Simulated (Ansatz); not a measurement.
# BaNaBr3 (cubic perovskite) (Pm-3m): the gap up the ladder of methods, part 2 of 2

Aim: the gap of BaNaBr3 (cubic perovskite) (Pm-3m) at several levels of theory on one structure, with the time that each takes.

Ansatz 0.2.0; density functionals, hybrids and G0W0, plane waves, PAW. Known limits of the many-body steps: finite bands, screening cutoff and k mesh; no spin-orbit coupling in G0W0; screening cutoff under 40 eV in some runs.

So far. Step 6 (HSE06 on the 2×2×2 mesh): Over mesh and listed points the gap is 3.962 eV, from k = (0.500, 0.500, 0.500) to k = Γ. The least direct gap found is 4.150 eV, at k = Γ. HSE06 against PBE: 3.962 − 2.860 = +1.102 eV. The runs also differ in mesh (4×4×4 and 2×2×2), so how much of this comes from the functional alone is not known. Step 7 (PBE0 on the 2×2×2 mesh): Over mesh and listed points the gap is 4.680 eV, from k = (0.500, 0.500, 0.500) to k = Γ. The least direct gap found is 4.868 eV, at k = Γ.

The structure was built from a prototype and need not be the compound's stable phase.

In doubt: masses and optical values from hybrid runs of this build are listed as unsure (step 10), which bears on the screening that GW takes from such a start.

## (8) DDH-PBE0 on the 2×2×2 mesh

The input asks for a share of exact exchange of one over the crystal's ε∞, which the program works out first.

This step: DFT, dielectric-dependent PBE0 (fraction 1/eps_inf of PBE), plane waves, PAW.

input.yaml reads:

```yaml
crystal:
  lattice:
    - [6.2793234105, 0.0, 0.0]
    - [0.0, 6.2793234105, 0.0]
    - [0.0, 0.0, 6.2793234105]
  atoms:
    - { symbol: Na, position: [0.0, 0.0, 0.0] }
    - { symbol: Ba, position: [0.5, 0.5, 0.5] }
    - { symbol: Br, position: [0.5, 0.5, 0.0] }
    - { symbol: Br, position: [0.5, 0.0, 0.5] }
    - { symbol: Br, position: [0.0, 0.5, 0.5] }
  host: atoms
kpoints:
  mp_grid: { grid: [2, 2, 2] }
  band_path:
    path: [[0.0, 0.0, 0.0], [0.0, 0.5, 0.0], [0.5, 0.5, 0.0], [0.5, 0.5, 0.5]]
    npoints: 1
hamiltonian:
  xc:
    exchange: pbe
    correlation: pbe
    exx: { coeff: inverse_dielectric }
scf:
  occupations: { method: fixed }
  n_extra_bands: 5
output:
  eigenvalues: true
```

On the command line:

```
$ ansatz run input.yaml --threads 4 --pin off --max-ram 17510MiB --backend cpu --events-out ev --progress --plain --runs-dir out
```

Numbers of over 12 decimals in the logs are rounded to 6 here.

The log of the run:

```text
[...]
the fraction of exact exchange is that of a crystal of Na1Ba1Br3
[...]
a weight of exact exchange comes from the crystal, and the text's number only plans the run
Solving k-mesh 2×2×2 for the fraction of exact exchange
[...]
E sigma→0 (E₀):  -15809.600292 eV
Fermi energy:    -1.943311 eV
[...]
--- Band table (eV) ---
  k-point 0: bands = [... 16 lower, -2.3454, -2.1396, -2.1396, -2.1396, 3.8292, 6.2207, 6.2207, 6.2207, ... 1 higher]
  k-point 1: bands = [... 16 lower, -2.5731, -2.4076, -2.1835, -2.1835, 4.8803, 5.8523, 6.3355, 7.0527, ... 1 higher]
  k-point 2: bands = [... 16 lower, -2.5280, -2.5280, -2.3577, -1.9467, 5.1346, 6.8126, 6.8126, 7.3869, ... 1 higher]
  k-point 3: bands = [... 16 lower, -3.1770, -1.9433, -1.9433, -1.9433, 4.6527, 7.8500, 7.8500, 7.8500, ... 1 higher]
[key lines of the parts left out:]
Free energy (F): -15809.600292 eV
```

The job ended after 29 s (4 threads of Arm Neoverse V1, shared host; peak memory 1.6 GiB).

This step gave:

| Item | Value |
| --- | --- |
| gap | 5.773 eV |
| valence top at | R |
| conduction bottom at | Γ |
| least direct gap | 5.969 eV |
| exact-exchange fraction | 0.3957 |

Over mesh and listed points the gap is 5.773 eV, from k = (0.500, 0.500, 0.500) to k = Γ. The least direct gap found is 5.969 eV, at k = Γ. DDH-PBE0 against PBE0: 5.773 − 4.680 = +1.093 eV, with the same mesh, files and cutoff, and both edges at the same k points.

## (9) G0W0@PBE, 2×2×2 mesh, 739 empty bands, screening to 120 eV

G0W0 replaces the xc potential by a self-energy built once from the orbitals of the start. Levels are corrected in the window of bands that the input names, at points of the mesh.

This step: G0W0 on PBE, plane waves, PAW.

input.yaml reads:

```yaml
crystal:
  lattice:
    - [6.2793234105, 0.0, 0.0]
    - [0.0, 6.2793234105, 0.0]
    - [0.0, 0.0, 6.2793234105]
  atoms:
    - { symbol: Na, position: [0.0, 0.0, 0.0] }
    - { symbol: Ba, position: [0.5, 0.5, 0.5] }
    - { symbol: Br, position: [0.5, 0.5, 0.0] }
    - { symbol: Br, position: [0.5, 0.0, 0.5] }
    - { symbol: Br, position: [0.0, 0.5, 0.5] }
kpoints:
  mp_grid: { grid: [2, 2, 2] }
hamiltonian:
  xc: pbe
scf:
  occupations: { method: fixed }
gw:
  n_empty_bands: 739
  ecut_chi: 120.0
  qp_bands: [v2, c2]
  qp_kpoints: band_edges
  screening: { model: contour_deformation }
```

The log of the run:

```text
[...]
Crystal: 5 atoms, lattice volume = 247.593 Å³
Basis set: ecut = 420 eV, 4945 PW (Γ)
Bands: 25, of which v1, the nominal top of the filled ones, is band 20 counted from 1 (19 counted from 0)
Symmetry: 48 space group operations
[...]
k-points: 4 of 8
[...]
1    22      4.8697    -2.8138    -2.6970    -6.0273  0.8419     5.3904     5.3862  root
[...]
3    19     -0.0293   -19.2929     2.2000   -15.4313  0.7708    -1.7594    -1.6909  root
     3    20     -0.0293   -19.2929     2.2000   -15.4313  0.7708    -1.7594    -1.6909  root
     3    21      3.5547    -1.7742    -2.4824    -5.0738  0.8496     4.3837     4.3719  root
     3    22      6.7385    -4.9522    -3.0714    -8.7512  0.8132     7.4798     7.4661  root
[key lines of the parts left out:]
SCF converged after 6 iterations
Free energy (F): -15793.814955 eV
Fermi energy:    -0.029305 eV
```

Run time: 88 s. Hardware: 4 threads; peak memory 4 GiB.

Numbers from this step:

```
bands summed                                    : 759
RPA ε∞ on this mesh (eigenvalues)               : 2.545, 2.545, 2.545
plane waves in the screening matrix             : 739
G0W0 gap over the corrected points              : 5.162 eV
k of the valence top                            : -0.5, -0.5, -0.5
k of the conduction bottom                      : 0, 0, 0
starting gap on the mesh                        : 2.850 eV
Z at the valence top                            : 0.7708
Z at the conduction bottom                      : 0.8523
least direct G0W0 gap over the corrected points : 5.329 eV
```

Over all 4 irreducible mesh points the G0W0 gap is 5.162 eV, from k = (-0.500, -0.500, -0.500) to k = Γ. The PBE gap of this run on the mesh is 2.850 eV. The two states that bound the G0W0 gap lie that far apart at the start, so the correction of the gap is 5.162 − 2.850 = +2.312 eV.

## (10) G0W0@HSE06, 2×2×2 mesh, 739 empty bands, screening to 120 eV

This step: G0W0 on HSE06, plane waves, PAW.

input.yaml, as its differences from that of step 9:

```diff
@@ -14,3 +14,3 @@
 hamiltonian:
-  xc: pbe
+  xc: hse06
 scf:
```

The log of the run:

```text
[...]
Crystal: 5 atoms, lattice volume = 247.593 Å³
Basis set: ecut = 420 eV, 4945 PW (Γ)
Bands: 25, of which v1, the nominal top of the filled ones, is band 20 counted from 1 (19 counted from 0)
Symmetry: 48 space group operations
[...]
k-points: 4 of 8
[...]
SCF iter   1: F=—  HF=-15793.799108 eV  |F-HF|=—  |Δ(HF+E_count)|=         —  Δρ=1.13e-3  dr2=3.29e-3  ethr=1.77e-3  ⟨swp⟩=13.8  Hψ=526  notcnv=0
[...]
1    21      4.1281    -2.9007    -2.2428    -5.8607  0.8734     4.8509     4.8453  root
     1    22      5.1486    -2.6015    -2.4472    -5.5222  0.8715     5.6242     5.6221  root
[...]
3    19     -0.8396   -19.2992     1.7757   -16.2809  0.8089    -2.1038    -2.0822  root
     3    20     -0.8396   -19.2992     1.7757   -16.2809  0.8089    -2.1038    -2.0822  root
     3    21      3.9086    -1.6077    -2.2100    -4.5133  0.8807     4.6092     4.6041  root
     3    22      7.0965    -3.9323    -2.5782    -7.0867  0.8509     7.6787     7.6728  root
[key lines of the parts left out:]
Free energy (F): -15804.892174 eV
Fermi energy:    -0.839631 eV
```

Wall time 6.2 min (4 threads); peak memory 3 GiB.

This step gave:

```yaml
bands_summed: 759
rpa_eps_infinity_on_this_mesh_eigenvalues: 2.199, 2.199, 2.199
plane_waves_in_the_screening_matrix: 739
g0w0_gap_over_the_corrected_points: 5.780 eV
k_of_the_valence_top: -0.5, -0.5, -0.5
k_of_the_conduction_bottom: 0, 0, 0
starting_gap_on_the_mesh: 3.962 eV
z_at_the_valence_top: 0.8089
z_at_the_conduction_bottom: 0.8808
least_direct_g0w0_gap_over_the_corrected_points: 5.947 eV
```

Over all 4 irreducible mesh points the G0W0 gap is 5.780 eV, from k = (-0.500, -0.500, -0.500) to k = Γ. The HSE06 gap of this run on the mesh is 3.962 eV. The two states that bound the G0W0 gap lie that far apart at the start, so the correction of the gap is 5.780 − 3.962 = +1.818 eV. G0W0@HSE06 against G0W0@PBE with 759 bands: 5.780 − 5.162 = +0.618 eV, with the same mesh, files and cutoffs, and both edges at the same k points.

## (11) G0W0@PBEsol, 2×2×2 mesh, 739 empty bands, screening to 120 eV

This step: G0W0 on PBEsol, plane waves, PAW.

input.yaml, as its differences from that of step 10:

```diff
@@ -14,3 +14,3 @@
 hamiltonian:
-  xc: hse06
+  xc: pbesol
 scf:
```

The log of the run:

```text
[...]
Crystal: 5 atoms, lattice volume = 247.593 Å³
Basis set: ecut = 420 eV, 4945 PW (Γ)
Bands: 25, of which v1, the nominal top of the filled ones, is band 20 counted from 1 (19 counted from 0)
Symmetry: 48 space group operations
[...]
k-points: 4 of 8
[...]
1    22      4.7669    -2.9255    -2.7495    -6.2637  0.8410     5.3609     5.3555  root
[...]
3    19     -0.0970   -19.2882     2.1951   -15.4677  0.7704    -1.7854    -1.7225  root
     3    20     -0.0970   -19.2882     2.1951   -15.4677  0.7704    -1.7854    -1.7225  root
     3    21      3.6351    -1.7429    -2.4648    -4.9175  0.8506     4.3533     4.3449  root
     3    22      6.6651    -5.5417    -3.2794    -9.6524  0.7999     7.5051     7.4963  root
[key lines of the parts left out:]
SCF converged after 6 iterations
Free energy (F): -15555.964065 eV
Fermi energy:    -0.097021 eV
```

The job ended after 86 s (4 threads; peak memory 4.1 GiB; 5.6 min of CPU time).

This step gave:

| Item | Value |
| --- | --- |
| bands summed | 759 |
| RPA ε∞ on this mesh (eigenvalues) | 2.581, 2.581, 2.581 |
| plane waves in the screening matrix | 739 |
| G0W0 gap over the corrected points | 5.154 eV |
| k of the valence top | -0.5, -0.5, -0.5 |
| k of the conduction bottom | 0, 0, 0 |
| starting gap on the mesh | 2.927 eV |
| Z at the valence top | 0.7704 |
| Z at the conduction bottom | 0.8523 |
| least direct G0W0 gap over the corrected points | 5.314 eV |

Over all 4 irreducible mesh points the G0W0 gap is 5.154 eV, from k = (-0.500, -0.500, -0.500) to k = Γ. The PBEsol gap of this run on the mesh is 2.927 eV. The two states that bound the G0W0 gap lie that far apart at the start, so the correction of the gap is 5.154 − 2.927 = +2.227 eV. G0W0@PBEsol against G0W0@HSE06 with 759 bands: 5.154 − 5.780 = −0.626 eV, with the same mesh, files and cutoffs, and both edges at the same k points.

## (12) Gap and time by level

Each gap is the least one over the points named; times are wall times on shared hosts, not benchmarks. A G0W0 time includes the run's own self-consistent start. Runs with listed points see these and the mesh alone, so an edge that moves elsewhere is missed. Rows marked * are further runs, not shown as steps, whose inputs differ from the G0W0 step on the same start in the columns given; solver thresholds can differ too. Symmetry makes (0.500, 0.500, 0.500) and (-0.500, -0.500, -0.500) one point.

```
      level   mesh       files, cutoff  bands summed, screening                         points  gap (eV)               valence top  conduction bottom  least direct gap (eV)     time
        LDA  4×4×4  soft_2 PAW, 420 eV                        -         mesh and listed points     2.740     (0.500, 0.500, 0.500)                  Γ                  2.918    1.6 s
     PBEsol  4×4×4  soft_2 PAW, 420 eV                        -         mesh and listed points     2.937     (0.500, 0.500, 0.500)                  Γ                  3.108    1.7 s
        PBE  4×4×4  soft_2 PAW, 420 eV                        -                  mesh and path     2.860     (0.500, 0.500, 0.500)                  Γ                  3.029    3.4 s
    PBE+SOC  4×4×4  soft_2 PAW, 420 eV                        -         mesh and listed points     2.765     (0.500, 0.500, 0.500)                  Γ                  2.856     11 s
      HSE06  2×2×2  soft_2 PAW, 420 eV                        -         mesh and listed points     3.962     (0.500, 0.500, 0.500)                  Γ                  4.150     22 s
       PBE0  2×2×2  soft_2 PAW, 420 eV                        -         mesh and listed points     4.680     (0.500, 0.500, 0.500)                  Γ                  4.868     21 s
   DDH-PBE0  2×2×2  soft_2 PAW, 420 eV                        -         mesh and listed points     5.773     (0.500, 0.500, 0.500)                  Γ                  5.969     29 s
  G0W0@PBE*  2×2×2  soft_2 PAW, 420 eV               141, 36 eV  all 4 irreducible mesh points     4.752  (-0.500, -0.500, -0.500)                  Γ                  4.878    4.8 s
  G0W0@PBE*  2×2×2  soft_2 PAW, 420 eV               363, 72 eV  all 4 irreducible mesh points     4.953  (-0.500, -0.500, -0.500)                  Γ                  5.109     18 s
   G0W0@PBE  2×2×2  soft_2 PAW, 420 eV              759, 120 eV  all 4 irreducible mesh points     5.162  (-0.500, -0.500, -0.500)                  Γ                  5.329     88 s
 G0W0@HSE06  2×2×2  soft_2 PAW, 420 eV              759, 120 eV  all 4 irreducible mesh points     5.780  (-0.500, -0.500, -0.500)                  Γ                  5.947  6.2 min
G0W0@PBEsol  2×2×2  soft_2 PAW, 420 eV              759, 120 eV  all 4 irreducible mesh points     5.154  (-0.500, -0.500, -0.500)                  Γ                  5.314     86 s
```

## (13) Results

```
LDA, over mesh and listed points                                : 2.740 eV
PBEsol, over mesh and listed points                             : 2.937 eV
PBE, over mesh and path                                         : 2.860 eV
PBE+SOC, over mesh and listed points                            : 2.765 eV
HSE06, over mesh and listed points                              : 3.962 eV
PBE0, over mesh and listed points                               : 4.680 eV
DDH-PBE0, over mesh and listed points                           : 5.773 eV
G0W0@PBE (759 bands, 2×2×2), over all 4 irreducible mesh points : 5.162 eV
G0W0@HSE06, over all 4 irreducible mesh points                  : 5.780 eV
G0W0@PBEsol, over all 4 irreducible mesh points                 : 5.154 eV
known limits                                                    : finite bands, screening cutoff and k mesh; no spin-orbit coupling in G0W0; screening cutoff under 40 eV in some runs
```

**Reading.** The rows run from 2.740 eV (LDA) to 5.780 eV (G0W0@HSE06). They differ in mesh, bands and screening cutoff of G0W0 and the points over which the gap was sought as well as in level, so only pairs that share these are like for like. PBEsol against LDA: 2.937 − 2.740 = +0.197 eV, with the same mesh, files and cutoff, and both edges at the same k points. PBE against PBEsol: 2.860 − 2.937 = −0.077 eV, with the same mesh, files and cutoff, and both edges at the same k points. PBE+SOC against PBE: 2.765 − 2.860 = −0.095 eV, with the same mesh, set of files (read in its fully relativistic form for the spin-orbit run) and cutoff, and both edges at the same k points. The spin-orbit run sees mesh and listed points alone, so its gap is an upper bound: the coupling can move an edge off these points, and the change over the zone, its sign included where it is small, is not known. PBE0 against HSE06: 4.680 − 3.962 = +0.718 eV, with the same mesh, files and cutoff, and both edges at the same k points. DDH-PBE0 against PBE0: 5.773 − 4.680 = +1.093 eV, with the same mesh, files and cutoff, and both edges at the same k points. G0W0@HSE06 against G0W0@PBE with 759 bands: 5.780 − 5.162 = +0.618 eV, with the same mesh, files and cutoffs, and both edges at the same k points. G0W0@PBEsol against G0W0@HSE06 with 759 bands: 5.154 − 5.780 = −0.626 eV, with the same mesh, files and cutoffs, and both edges at the same k points. The dielectric-dependent hybrid took 0.396 of exact exchange, against 0.25 in PBE0. G0W0@PBE (759 bands, 2×2×2) moves the gap of its own start on the mesh by 5.162 − 2.850 = +2.312 eV, between the same two levels. Both edges that PBE shows over mesh and path lie at k points where levels were corrected. Levels at other points were not corrected, so a lower G0W0 gap elsewhere in the zone is not ruled out. G0W0@HSE06 moves the gap of its own start on the mesh by 5.780 − 3.962 = +1.818 eV, between the same two levels. Both edges that HSE06 shows over mesh and listed points lie at k points where levels were corrected. Levels at other points were not corrected, so a lower G0W0 gap elsewhere in the zone is not ruled out. G0W0@PBEsol moves the gap of its own start on the mesh by 5.154 − 2.927 = +2.227 eV, between the same two levels. Both edges that PBEsol shows over mesh and listed points lie at k points where levels were corrected. Levels at other points were not corrected, so a lower G0W0 gap elsewhere in the zone is not ruled out. What spin-orbit coupling does to the G0W0 levels was not computed, so no sum with the G0W0 gap is formed. For G0W0@PBE: from 141 bands and 36 eV to 759 bands and 120 eV the gap moves by 5.162 − 4.752 = +0.410 eV (rung by rung 4.752, 4.953, 5.162 eV); bands and screening cutoff rise together, so their parts are not told apart. A line in one over the bands through the two highest rungs gives 5.162 + (5.162 − 4.953) × 363 / (759 − 363) = 5.354 eV, and through the pair below 4.953 + (4.953 − 4.752) × 141 / (363 − 141) = 5.081 eV. The two differ by 0.273 eV, not under the 0.030 eV asked, so the law does not hold well over these rungs and the limit is not known. The other G0W0 rows are shown at one basis each (759 bands), so their distance from the limit is not known here. The G0W0 runs are scalar-relativistic. This is the ideal cubic cell; tilts or off-centring, which many perovskites show locally, are not in it. No pair of G0W0 runs that differ in the mesh alone is shown (2×2×2 is a supercell whose nearest images lie 13 Å apart), so the error from the mesh is not known here. G0W0@PBE runs of this series with other atomic data on the same mesh, not shown as steps, give 5.233 eV (hard PAW, 700 eV, 1130 bands, screening to 156 eV); where bands and cutoffs differ too, the part of the files is not isolated. A screening cutoff under 40 eV is crude: G0W0@PBE with 141 bands at 36 eV.

[Paths, hosts, dates, memory and timing lines, banners, echoed tables and standing remarks are left out of the program output.]

[Logs are printed without paths, hosts, clocks, repeated set-up lines and the standing remarks that a program may print on its own settings, such as how far it seeks lower states.]

[Runs of the session that timed out or met a known fault of the program may be left out.]

[Cells called generated may have been cut or substituted from an entry of the Crystallography Open Database or the Materials Project.]

[Hosts, paths, dates, database ids (printed as entryN), source tags and the programs' standing remarks are cut or masked in the printed files.]

[Where an RPA ε∞ is given, it is that of the G0W0 mesh and is not shown converged in it. Names of k-points follow the symmetry that the program found, which can be lower than the space group named. Band edges on a path are those of the sampled points; other points can move an edge, and change direct to indirect where valleys lie close.]

[Hybrid gaps are those of their k-mesh and are not shown converged in it.]
